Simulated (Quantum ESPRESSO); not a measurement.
# Nickel: orders under volume

How does volume change the magnetic state of Nickel?

Main program and level: Quantum ESPRESSO 7.5; PBEsol; plane waves with GBRV 1.5 PBEsol potentials, no spin-orbit coupling.

This is a report of a sequence of runs, with most program output left out.

## 1. The structure

The structure is cubic, space group Fm-3m (No. 225). Conventional cell: a = 3.524 Å, b = 3.524 Å, c = 3.524 Å, α = 90.00°, β = 90.00°, γ = 90.00°. Nearest to Ni lie 12 Ni at 2.49 Å.

The cell comes from the Crystallography Open Database.

## 2. Volume 0.8, ferro +

All lengths scale alike; the factor is that of the volume. Atoms keep their fractional places. Seeded atoms are those given a starting moment.

File pw.in:

```
&CONTROL
  calculation = 'scf'
  prefix = 'pwscf'
  outdir = './tmp'
  pseudo_dir = './pseudo'
  disk_io = 'nowf'
  tprnfor = .true.
  tstress = .true.
/
&SYSTEM
  ibrav = 0
  nat = 1
  ntyp = 1
  ecutwfc = 40
  ecutrho = 280
  nbnd = 15
  occupations = 'smearing'
  smearing = 'fd'
  degauss = 0.00734986
  nspin = 2
  starting_magnetization(1) = 0.0556
/
&ELECTRONS
  conv_thr = 2d-09
  electron_maxstep = 150
  mixing_beta = 0.3
/
ATOMIC_SPECIES
Ni     58.6934 ni_pbesol_v1.4.uspp.F.UPF
CELL_PARAMETERS angstrom
   0.0000000000    1.6356355643    1.6356355643
   1.6356355643    0.0000000000    1.6356355643
   1.6356355643    1.6356355643    0.0000000000
ATOMIC_POSITIONS crystal
Ni      0.0000000000    0.0000000000    0.0000000000
K_POINTS automatic
14 14 14 0 0 0
```

Started as:

```console
OMP_NUM_THREADS=1 mpirun -n 2 pw.x -nk 2 -in pw.in > pw.out
```

The job ended after 7 s (2 MPI ranks of Arm Neoverse V2, shared host; peak memory 0.12 GiB; 14 s of CPU time).

Spin moment in the atom's sphere by atom:

```tsv
atom	spin moment in the atom's sphere (μB)
Ni1	0.564
```

Read from the output:

```yaml
smearing_term_ts: 0.04482 eV
pressure: 50.64 GPa
magnetization: 0.534 μB
absolute_magnetization: 0.601 μB
final_state: ferromagnetic
```

## 3. Volume 0.8, antiferro q=(0,1/2,1/2) +-

The wavevector q is in fractions of the reciprocal vectors of the crystal's primitive cell, as the cells of these inputs are built from it; moments change sign between cells as cos(2π q·R).

File pw.in:

```
&CONTROL
  calculation = 'scf'
  prefix = 'pwscf'
  outdir = './tmp'
  pseudo_dir = './pseudo'
  disk_io = 'nowf'
  tprnfor = .true.
  tstress = .true.
/
&SYSTEM
  ibrav = 0
  nat = 2
  ntyp = 2
  ecutwfc = 40
  ecutrho = 280
  nbnd = 25
  occupations = 'smearing'
  smearing = 'fd'
  degauss = 0.00734986
  nspin = 2
  starting_magnetization(1) = 0.0556
  starting_magnetization(2) = -0.0556
/
&ELECTRONS
  conv_thr = 4d-09
  electron_maxstep = 150
  mixing_beta = 0.3
/
ATOMIC_SPECIES
Ni1    58.6934 ni_pbesol_v1.4.uspp.F.UPF
Ni2    58.6934 ni_pbesol_v1.4.uspp.F.UPF
CELL_PARAMETERS angstrom
   0.0000000000    1.6356355643    1.6356355643
   3.2712711286    0.0000000000    3.2712711286
   3.2712711286    1.6356355643    1.6356355643
ATOMIC_POSITIONS crystal
Ni1     0.0000000000    0.0000000000    0.0000000000
Ni2     0.0000000000    0.5000000000    0.0000000000
K_POINTS automatic
14 7 14 0 0 0
```

The job ended after 55 s (2 MPI ranks; peak memory 0.19 GiB; 1.8 min of CPU time).

Spin moment in the atom's sphere by atom:

```tsv
atom	spin moment in the atom's sphere (μB)
Ni1	0.0000
Ni2	0.0001
```

This step gave:

```
smearing term TS       : 0.1496 eV
pressure               : 49.57 GPa
magnetization          : 0 μB
absolute magnetization : 0 μB
final state            : non-magnetic
```

## 4. Volume 0.8, no spin polarisation

File pw.in:

```
&CONTROL
  calculation = 'scf'
  prefix = 'pwscf'
  outdir = './tmp'
  pseudo_dir = './pseudo'
  disk_io = 'nowf'
  tprnfor = .true.
  tstress = .true.
/
&SYSTEM
  ibrav = 0
  nat = 1
  ntyp = 1
  ecutwfc = 40
  ecutrho = 280
  nbnd = 15
  occupations = 'smearing'
  smearing = 'fd'
  degauss = 0.00734986
/
&ELECTRONS
  conv_thr = 2d-09
  electron_maxstep = 150
  mixing_beta = 0.3
/
ATOMIC_SPECIES
Ni     58.6934 ni_pbesol_v1.4.uspp.F.UPF
CELL_PARAMETERS angstrom
   0.0000000000    1.6356355643    1.6356355643
   1.6356355643    0.0000000000    1.6356355643
   1.6356355643    1.6356355643    0.0000000000
ATOMIC_POSITIONS crystal
Ni      0.0000000000    0.0000000000    0.0000000000
K_POINTS automatic
14 14 14 0 0 0
```

It took 3.5 s on 2 MPI ranks; peak memory 0.11 GiB; 6.8 s of CPU time.

This step gave:

```yaml
smearing_term_ts: 0.07481 eV
pressure: 49.74 GPa
final_state: non-magnetic (no spin polarisation)
```

## 5. Volume 1.16, ferro +

Changes to pw.in since step 4:

```diff
@@ -19,2 +19,4 @@
   degauss = 0.00734986
+  nspin = 2
+  starting_magnetization(1) = 0.0556
 /
@@ -28,5 +30,5 @@
 CELL_PARAMETERS angstrom
-   0.0000000000    1.6356355643    1.6356355643
-   1.6356355643    0.0000000000    1.6356355643
-   1.6356355643    1.6356355643    0.0000000000
+   0.0000000000    1.8512960696    1.8512960696
+   1.8512960696    0.0000000000    1.8512960696
+   1.8512960696    1.8512960696    0.0000000000
 ATOMIC_POSITIONS crystal
```

Elapsed: 6.8 s, on 2 MPI ranks; peak memory 0.13 GiB; 13 s of CPU time.

Numbers from this step:

* smearing term TS: 0.06312 eV
* pressure: -34.07 GPa
* magnetization: 0.714 μB
* absolute magnetization: 0.829 μB
* final state: ferromagnetic
* largest moment: 0.7611 μB

## 6. The series

The runs not shown differ from these in the moved quantity alone.

States, by row:

```tsv
volume	ferro +	antiferro q=(0,1/2,1/2) +-	no spin polarisation
0.8	ferromagnetic	non-magnetic	non-magnetic
0.86	ferromagnetic	non-magnetic	non-magnetic
0.92	ferromagnetic	non-magnetic	non-magnetic
0.96	ferromagnetic	non-magnetic	non-magnetic
1	ferromagnetic	non-magnetic	non-magnetic
1.05	ferromagnetic	non-magnetic	non-magnetic
1.1	ferromagnetic	non-magnetic	non-magnetic
1.16	ferromagnetic	non-magnetic	non-magnetic
```

Largest site moment against volume:

```tsv
volume (factor)	ferro + (μB)	antiferro q=(0,1/2,1/2) +- (μB)
0.800	0.564	7.4e-5
0.860	0.590	1.2e-5
0.920	0.624	2.9e-4
0.960	0.654	5.7e-5
1.000	0.683	1.3e-4
1.050	0.715	2.1e-4
1.100	0.740	2.7e-4
1.160	0.761	1.7e-4
```

The energy less that of the parallel start by volume; values in meV a seeded atom:

```tsv
volume (factor)	antiferro q=(0,1/2,1/2) +-	no spin polarisation
0.800	23.7	23.7
0.860	27.7	27.7
0.920	32.0	32.0
0.960	35.0	35.0
1.000	38.1	38.1
1.050	42.1	42.1
1.100	46.1	46.1
1.160	50.6	50.6
```

Table of energy over the lowest by volume; values in meV an atom:

```tsv
volume (factor)	ferro +	antiferro q=(0,1/2,1/2) +-	no spin polarisation
0.800	259	283	283
0.860	80.6	108	108
0.920	7.11	39.1	39.1
0.960	0	35.0	35.0
1.000	17.3	55.4	55.4
1.050	65.1	107	107
1.100	135	181	181
1.160	239	290	290
```

## 7. Summary of results

```yaml
moment_parallel_start: 0.564 to 0.761 μB
states_met_from_these_starts: ferromagnetic and non-magnetic
```

In words: The moment of the parallel start goes from 0.564 μB at 0.8 to 0.761 μB at 1.16. The net moment of the cell goes from 0.534 to 0.714 μB. The radius of the spheres follows the nearest distance, so part of the change of the site moments is the spheres'. Some or all runs of the second start lost their moments or typed signs, and their energies are those of the state reached. The largest moment of the start antiferro q=(0,1/2,1/2) +- lies between 1.2e-5 and 2.9e-4 μB. The start antiferro q=(0,1/2,1/2) +- lies over the parallel one at every finished point, by 23.7 to 50.6 meV a seeded atom. Energies are free energies at an electronic temperature of 1160 K, which lowers moments and differences where the moments are itinerant.

[Logs and program files are shortened in this print: banners, set-up blocks, solver, clock and traceback lines can be left out without a mark of their own.]

[Logs are printed without paths, hosts, clocks, repeated set-up lines and the standing remarks that a program may print on its own settings, such as how far it seeks lower states.]

[Hosts, paths, dates, database ids (printed as entryN), source tags and the programs' standing remarks are cut or masked in the printed files.]

[Where a cell is said to come from a database of computed structures, the database is the Materials Project.]
